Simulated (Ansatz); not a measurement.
# Random rock-salt alloy of TaC and ZrC (64 atoms): geometry optimisation, part 2 of 2

How does random rock-salt alloy of TaC and ZrC (64 atoms) relax, and what do bonds, charges and levels look like afterwards?

Ansatz 0.2.0; Kohn-Sham DFT, RPBE, PAW (set soft_2), plane waves.

The cell: 9 Zr, 32 C and 23 Ta. The host structure and its lattice constant were typed by rule, without a check against the phase diagram. The levels lack spin–orbit coupling.

So far. Step 3 (Relaxation): The relaxation changed the energy by -20.4 meV/atom, and atoms moved by 0.057 Å r.m.s., 0.12 Å at most.

**4. Distances and neighbours after relaxation**

Bonds before and after, by the cutoffs listed below:

```
pair  bonds before  bonds after  mean before (Å)  mean after (Å)  spread before (Å)  spread after (Å)
C-Ta           138          138            2.262           2.252              0.026             0.040
C-Zr            54           54            2.263           2.290              0.025             0.029
```

Density 12.0 g/cm³, 11.57 Å³ an atom.

g(r), total and by pair (bins of 0.2 Å):

| r (Å) | total | C-C | C-Ta | C-Zr | Ta-Ta | Ta-Zr | Zr-Zr |
| --- | --- | --- | --- | --- | --- | --- | --- |
| 2.10 | 0.33 | 0.00 | 0.93 | 0.00 | 0.00 | 0.00 | 0.00 |
| 2.30 | 5.07 | 0.00 | 9.96 | 10.52 | 0.00 | 0.00 | 0.00 |
| 2.50 | 0.00 | 0.00 | 0.00 | 0.00 | 0.00 | 0.00 | 0.00 |
| 2.70 | 0.00 | 0.00 | 0.00 | 0.00 | 0.00 | 0.00 | 0.00 |
| 2.90 | 0.00 | 0.00 | 0.00 | 0.00 | 0.00 | 0.00 | 0.00 |
| 3.10 | 2.71 | 5.96 | 0.00 | 0.00 | 5.88 | 4.24 | 1.45 |
| 3.30 | 2.69 | 4.82 | 0.00 | 0.00 | 4.76 | 7.10 | 7.65 |
| 3.50 | 0.00 | 0.00 | 0.00 | 0.00 | 0.00 | 0.00 | 0.00 |
| 3.70 | 0.00 | 0.00 | 0.00 | 0.00 | 0.00 | 0.00 | 0.00 |
| 3.90 | 2.32 | 0.00 | 4.61 | 4.74 | 0.00 | 0.00 | 0.00 |
| 4.10 | 0.08 | 0.00 | 0.20 | 0.06 | 0.00 | 0.00 | 0.00 |
| 4.30 | 0.04 | 0.03 | 0.00 | 0.00 | 0.23 | 0.00 | 0.00 |
| 4.50 | 1.21 | 2.46 | 0.00 | 0.00 | 2.18 | 2.51 | 2.84 |
| 4.70 | 0.11 | 0.21 | 0.00 | 0.00 | 0.31 | 0.13 | 0.00 |
| 4.90 | 0.43 | 0.00 | 1.05 | 0.33 | 0.00 | 0.00 | 0.00 |
| 5.10 | 3.90 | 0.00 | 7.62 | 8.32 | 0.00 | 0.00 | 0.00 |
| 5.30 | 0.00 | 0.00 | 0.00 | 0.00 | 0.00 | 0.00 | 0.00 |
| 5.50 | 3.29 | 6.66 | 0.00 | 0.00 | 6.46 | 6.42 | 7.37 |
| 5.70 | 0.31 | 0.55 | 0.00 | 0.00 | 0.81 | 0.63 | 0.23 |
| 5.90 | 0.00 | 0.00 | 0.00 | 0.00 | 0.00 | 0.00 | 0.00 |
| 6.10 | 0.00 | 0.00 | 0.00 | 0.00 | 0.00 | 0.00 | 0.00 |
| 6.30 | 0.70 | 1.43 | 0.00 | 0.00 | 1.26 | 1.66 | 0.90 |
| 6.50 | 0.65 | 1.27 | 0.00 | 0.00 | 1.24 | 1.54 | 0.53 |
| 6.70 | 1.90 | 0.00 | 3.58 | 4.37 | 0.00 | 0.00 | 0.00 |
| 6.90 | 1.10 | 0.00 | 2.42 | 1.65 | 0.00 | 0.00 | 0.00 |
| 7.10 | 1.93 | 3.95 | 0.00 | 0.00 | 3.53 | 4.10 | 3.71 |
| 7.30 | 0.24 | 0.38 | 0.03 | 0.00 | 0.69 | 0.46 | 0.00 |
| 7.50 | 1.94 | 0.00 | 3.86 | 3.93 | 0.00 | 0.00 | 0.00 |

Bonds by pair of elements; cutoffs follow the first minimum of g(r), held within bounds set by covalent radii, and pairs that aren't listed don't count as bonded (cutoffs were set anew for this text, so counts can differ from the run's own analysis):

```csv
pair A-B,cutoff (Å),bonds,mean length (Å),spread (Å),shortest (Å),B about A,A about B
C-Ta,2.73,138,2.25,0.04,2.18,4.31,6
C-Zr,2.73,54,2.29,0.029,2.24,1.69,6
```

How many atoms have how many bonded neighbours:

```csv
element,mean,6
C,6,32
Ta,6,23
Zr,6,9
```

Bond angles (no mean is given where the spread exceeds 20°):

```
  angle  count  mean (°)  spread (°)
 C-Ta-C    345         -           -
Ta-C-Ta    244         -           -
Ta-C-Zr    202         -           -
 C-Zr-C    135         -           -
Zr-C-Zr     34         -           -
```

For some of the pairs, g(r) has its first main peak near 3.20 Å (C-C), 2.25 Å (C-Ta), 2.29 Å (C-Zr), 3.19 Å (Ta-Ta), 3.21 Å (Ta-Zr) and 3.23 Å (Zr-Zr). By these cutoffs all C atoms have 6, all Ta atoms have 6 and all Zr atoms have 6 bonded neighbours.

**5. Single point at the relaxed geometry**

One more single point at the end of the walk gives the fuller output and checks the residual forces.

input.yaml reads:

```yaml
crystal:
  lattice:
    - [9.0482, 0.0, 0.0]
    - [0.0, 9.0482, 0.0]
    - [0.0, 0.0, 9.0482]
  atoms:
    - { symbol: Zr, position: [0.00078, 0.00123, 0.00245] }
    - { symbol: C, position: [0.25446, 1.0e-05, 0.99981] }
    - { symbol: Ta, position: [0.00094, 0.25166, 0.25326] }
    - { symbol: C, position: [0.24896, 0.24952, 0.25038] }
    [... 54 atom lines left out ...]
    - { symbol: Zr, position: [0.50216, 0.74926, 0.75132] }
    - { symbol: C, position: [0.7498, 0.75354, 0.75586] }
    - { symbol: Ta, position: [0.75062, 0.49039, 0.74684] }
    - { symbol: C, position: [0.50385, 0.49462, 0.74661] }
    - { symbol: Zr, position: [0.75059, 0.75023, 0.49932] }
    - { symbol: C, position: [0.50003, 0.75225, 0.49546] }
kpoints:
  mp_grid: { grid: [2, 2, 2] }
hamiltonian:
  xc: rpbe
scf:
  occupations: { method: fermi_dirac, width: 0.025 }
output:
  forces: true
  stress: true
  populations: intrinsic
  dos:
    method: { smearing: { sigma: 0.15 } }
    de: 0.1
    projected: { site_lists: { C: [C], Ta: [Ta], Zr: [Zr] } }
  eigenvalues: true
  write_density: true
  write_potential: true
  volumetric_format: npy
  elf: true
```

Run with:

```console
$ ansatz run input.yaml --threads 8 --pin off --max-ram 15872MiB --backend cpu --events-out ev --progress --plain --runs-dir out
```

Numbers of over 12 decimals in the logs are rounded to 6 here.

Log:

```text
[...]
Crystal: 64 atoms, lattice volume = 740.775 Å³
Basis set: ecut = 420 eV, 14411 PW (Γ), exchange–correlation on 128×128×128 points (8 copies of the dense FFT grid, shifted against one another)
Bands: 332, of which v1, the nominal top of the filled ones, is band 268 counted from 1 (267 counted from 0)
Symmetry: 1 space group operations
[...]
k-points: 8
[...]
SCF iter   1: F=—  HF=-274557.530522 eV  |F-HF|=—  |Δ(HF+E_count)|=         —  Δρ=5.88e-3  dr2=9.81e-1  ethr=1.77e-3  ⟨swp⟩=5.8  Hψ=9599  notcnv=0  defer=324
[...]
SCF iter   9: F=-274557.424596 eV  HF=-274557.424596 eV  |F-HF|=1.09e-8  |Δ(HF+E_count)|=   1.36e-8  Δρ=1.10e-6  dr2=1.56e-8  ethr=1.87e-11  ⟨swp⟩=14.8  Hψ=17884  notcnv=0
SCF 1 converged in 9 iterations: F = -274557.424596 eV  dr2 = 1.56e-8
[...]
SCF converged after 9 iterations
Free energy (F): -274557.424596 eV
[...]
Internal energy: -274557.365281 eV  (E = F + TS)
E sigma→0 (E₀):  -274557.394939 eV
Entropy (-TS):   -0.059315 eV (-0.927 meV/atom)
Fermi energy:    18.543801 eV
[...]
--- Forces (eV/Å), atoms counted from 1 ---
  atom   1  Zr     0.01848640    -0.01050560    -0.00246733
  atom   2  C      0.00694237     0.00579785    -0.01296501
  atom   3  Ta     0.02499012     0.00071452     0.01246325
  atom   4  C      0.00978216    -0.00846344    -0.00697830
  atom   5  Ta    -0.02960867     0.02957703    -0.00938678
  atom   6  C      0.00441858     0.01825587     0.01242688
  atom   7  Ta    -0.00342123     0.00632384     0.03728158
  atom   8  C      0.00075658     0.00894647     0.00865259
  atom   9  Ta     0.00208109     0.00229444    -0.00989592
  atom  10  C     -0.00372629     0.00683469     0.00030097
  atom  11  Ta    -0.01888469    -0.00970118     0.00048295
  atom  12  C     -0.00701523    -0.00353969     0.00056615
  atom  13  Ta     0.00008593    -0.01585687     0.02005906
  atom  14  C      0.01046414    -0.00072434     0.00898781
[...]
atom  63  Zr    -0.01731454    -0.01292853     0.00321624
  atom  64  C     -0.00589396    -0.00236670     0.01421286
  max |Σ_I F_I| component: 4.18e-5 eV/Å
--- Stress (GPa, compression-positive) ---
        6.723804      -0.071674      -0.191807
       -0.071674       7.469712       0.099305
       -0.191807       0.099305       6.484094
  P = ⅓ Tr σ = 6.8925 GPa (68.925 kbar)
--- Band table (eV; the first three rows and the last of 8) ---
[...]
--- intrinsic populations: 64 sites ---
  site symbol       q [e]
     0     Zr     11.3517
     1      C      4.8436
     2     Ta     12.1376
[...]
63      C      4.8061
  spilling = 0.000000 (of n_electrons = 535.000000)
```

Wall time 47 s (8 threads of Arm Neoverse V2, shared host); peak memory 8.3 GiB; 6.1 min of CPU time.

Numbers from this run:

```
free energy                             : -274557.4246 eV
free energy per atom                    : -4289.9598 eV/atom
SCF cycles                              : 9
pressure                                : 6.893 GPa
r.m.s. force component                  : 0.01184 eV/Å
longest force                           : 0.05038 eV/Å
Fermi energy                            : 18.54 eV
levels partly filled by over 2 per cent : 21
```

Intrinsic-atomic-orbital charges by element:

| element | coordination | atoms | mean charge (e) | spread | least | most |
| --- | --- | --- | --- | --- | --- | --- |
| C | all | 32 | -0.824 | 0.0237 | -0.874 | -0.778 |
| Ta | all | 23 | 0.889 | 0.0287 | 0.848 | 0.970 |
| Zr | all | 9 | 0.658 | 0.0218 | 0.626 | 0.688 |

Density of states as counts of states in windows of 1 eV (from the Fermi level), total and the larger projections:

```
from (eV)  to (eV)  total  Ta d   C p  Zr d   C s
      -14      -13    2.7   0.0   0.1   0.0   1.1
      -13      -12    7.8   0.8   0.2   0.2   3.7
      -12      -11   29.2   6.4   0.6   1.8  16.0
      -11      -10   23.1   3.8   0.3   1.7  14.9
      -10       -9    1.2   0.0   0.0   0.0   1.0
       -9       -8    0.1   0.0   0.0   0.0   0.0
       -8       -7    4.3   1.3   1.8   0.3   0.2
       -7       -6   18.2   5.5   8.4   1.3   0.7
       -6       -5   25.6   7.2  13.1   1.8   0.6
       -5       -4   63.5  22.5  32.2   5.3   0.9
       -4       -3   57.7  19.5  28.3   7.5   0.7
       -3       -2   15.4   4.0   7.7   3.2   0.2
       -2       -1   11.6   3.2   6.8   1.1   0.0
       -1        0   18.9   8.9   7.2   1.9   0.2
        0        1   17.4   8.9   4.2   3.3   0.4
        1        2   27.3  16.4   5.9   3.7   0.4
        2        3   42.7  27.5   5.8   6.9   0.8
```

The stored curve holds about 279 of the 535 electrons; the rest, give or take the few that broadening carries across the Fermi level, lie in deeper levels below its range.

The levels nearest the highest filled one (over half full), pooled over k-points and spins:

| level less the highest filled one (eV) | occupation |
| --- | --- |
| -0.0237 | 1.52 |
| -0.0234 | 1.52 |
| -0.021 | 1.48 |
| -0.0183 | 1.44 |
| -0.01 | 1.30 |
| 0 | 1.11 |
| 0.027 | 0.591 |
| 0.039 | 0.412 |
| 0.044 | 0.351 |
| 0.0784 | 0.102 |
| 0.0847 | 0.08 |
| 0.0957 | 0.052 |

ELF in the ac plane at fractional y = 0.000, with atoms of Zr and C and Ta within 0.2 Å of it. It is the smooth field of the valence electrons, not physical close to the nuclei.

Ten even steps from '_' (0.07) to '@' (0.77), each cell a mean:
```
**@@**--%%%%--**@@==++%%++####--##@@==++@@**--@@%%
@@##::::%%@@@@@@%%==::**%%##--::**@@@@@@@@++..==@@
--::..::==========--::::--::::::--========--....::
####++::..==++==..::**%%%%%%##==..::++++::..--**##
%%@@%%--++%%##%%++::%%@@##%%@@++::##%%%%##::++@@@@
..##@@--##**__**##--%%##__==@@++==%%--::%%==++@@++
--%%%%--**%%==##**--%%%%==**@@++--%%++++%%--++@@**
@@@@##::--##%%##--::##@@@@@@%%==..++####++..==%%@@
++++==::::::--::::::==========--::::----::::--==++
==--..--**%%%%%%##--..--++==::..++##%%%%##++::..==
%%%%----@@@@##@@@@==--%%%%%%**::**@@%%%%@@##::**%%
..##++==@@**__++@@==++%%..==%%--##@@::..%%##--%%==
--%%++--@@%%==##@@====%%==**%%--##@@====@@##::%%**
%%**::--%%@@@@@@%%--::**%%##==..**@@@@@@@@**::==%%
--::::----========--::::--::::::--========--::::--
%%%%**::..==++==..::++##%%%%##==..::++++--..==##%%
##@@%%::++%%##%%++::%%@@##%%@@++::##%%##%%--==@@%%
__##%%--##**..####--%%##..--@@++--%%--..%%==++@@==
==@@%%--**##==%%**--%%%%--++@@++--%%**++%%==++@@##
@@@@##::--##%%**::::##@@@@@@@@++..==####++::==%%@@
------::::::--::::::--==++====--::::----::::::----
##==..::**%%%%%%##--..--++==::..++##%%%%##==..::**
%%@@++::%%@@##@@@@==--%%##%%**::##@@##%%@@++::%%@@
..%%##--%%##__==@@==++%%__==%%--##%%..::@@**--@@++
```
Columns run along a (9.0 Å), rows up along c (9.0 Å). Atoms in or near the plane, at fractional coordinates: Zr at (0.00, 0.00), C at (0.25, 0.00), Ta at (0.25, 0.25), C at (0.00, 0.25), Ta at (0.00, 0.50), C at (0.25, 0.50), Ta at (0.25, 0.75), C at (0.00, 0.75), Ta at (0.50, 0.00), C at (0.75, 0.00), Ta at (0.75, 0.25), C at (0.50, 0.25), Ta at (0.50, 0.50), C at (0.75, 0.50) and more.

Valence density in the ac plane at fractional y = 0.000, with atoms of Zr and C and Ta within 0.2 Å of it. It is the smooth field of the valence electrons, not physical close to the nuclei.

Ten even steps from '_' (0.2 e/Å³) to '@' (4.3 e/Å³), each cell a mean:
```
@@##::__..::----..__::%%@@@@++....::----..____==%%
++--______......______--++==..____......______..==
________________________..________________________
..________::--::________....______..::::..________
::..____::##@@##::____::::::..__..==%%%%++..__..::
----....==@@%%@@==....::----::__::##@@@@%%::__..--
--::..__--@@@@@@==__..::----..__..**@@@@##..__..--
::..____..==**==..____......______::++++::______..
____________..______________________....__________
::..________....______..::::________....________::
%%**..__..::--::..__..++@@%%--____..::::..____--##
%%@@--__..------..__--@@%%@@**....::----::....**@@
@@%%--__..::--::..__::%%@@@@++..__::----::__..++@@
**==..____......______--**++::____........____::++
..______________________....____________________..
..________::--::________....______..::--..______..
--::____::##@@##::____..::::..____==%%@@++..__..::
----....++@@%%@@==__..::----::__..##@@@@%%::__::--
--::..__==@@@@%%--__..::----..__..**@@@@##::__..--
....____..==**==..____..::..______::++++--______..
____________..______________________....__________
--..________..________..--::________....________::
%%**..____::::::..__..**@@%%--____..::::..____--##
##%%--__..------....--@@%%@@**....::----::__..++%%
```
Columns run along a (9.0 Å), rows up along c (9.0 Å). Atoms in or near the plane, at fractional coordinates: Zr at (0.00, 0.00), C at (0.25, 0.00), Ta at (0.25, 0.25), C at (0.00, 0.25), Ta at (0.00, 0.50), C at (0.25, 0.50), Ta at (0.25, 0.75), C at (0.00, 0.75), Ta at (0.50, 0.00), C at (0.75, 0.00), Ta at (0.75, 0.25), C at (0.50, 0.25), Ta at (0.50, 0.50), C at (0.75, 0.50) and more.

Mean intrinsic-atomic-orbital charges: C -0.82, Ta +0.89, Zr +0.66 e.

A closer look about Zr17, one of the 9 Zr atoms: 8 atoms, nearest first, numbered in the order of the input, with positions taken from that point.

```csv
atom,x,y,z,distance (Å),bonds,intrinsic-atomic-orbital charge (e)
Zr17,0.00,0.00,0.00,0.00,6,0.63
C50,-2.26,-0.01,-0.01,2.26,6,-0.82
C8,-0.01,-2.26,-0.03,2.26,6,-0.82
C22,0.00,-0.01,2.26,2.26,6,-0.81
C18,2.27,0.01,0.02,2.27,6,-0.79
C24,0.01,2.28,0.01,2.28,6,-0.80
C30,-0.03,-0.05,-2.32,2.32,6,-0.81
Ta21,2.24,-0.08,2.25,3.18,6,0.85
```

The column of bonds counts only the pairs C-Ta within 2.73 Å, C-Zr within 2.73 Å; other neighbours, such as metal atoms beside each other in a compound, aren't counted, and periodic images can show an atom twice.

**6. Outcome**

- energy change in the relaxation: -20.41 meV/atom
- r.m.s. displacement: 0.057 Å
- largest displacement: 0.115 Å
- free energy per atom: -4289.9598 eV/atom
- density: 12.03 g/cm³
- pressure: 6.893 GPa
- r.m.s. force component: 0.01184 eV/Å
- wall time of the 3 DFT runs: 6.4 min

In words: Relaxation lowers the energy by 20.4 meV/atom and moves atoms by 0.057 Å r.m.s.; the r.m.s. force component goes from 0.45 to 0.012 eV/Å, the pressure goes from 6.6 to 6.9 GPa. By the final cutoffs no bond was broken or made. First to last step the energy falls by 1.306 eV; the largest move, 0.11 Å, is that of Ta11, with 1 other atom within 2 % of it. The C-Zr bonds change most in mean length: from 2.263 Å (spread 0.025) to 2.290 Å (spread 0.029). With the cutoffs above, all C atoms have 6, all Ta atoms have 6 and all Zr atoms have 6 bonded neighbours. 21 levels are partly filled, by over 2 % (on the run's k-points): no clear gap opens at this level.

**Limits.** The pressure of 6.9 GPa means that a free cell would grow at this level.

[Logs are printed without paths, hosts, clocks, repeated set-up lines and the standing remarks that a program may print on its own settings, such as how far it seeks lower states.]

[Hosts, paths, dates, database ids (printed as entryN), source tags and the programs' standing remarks are cut or masked in the printed files.]
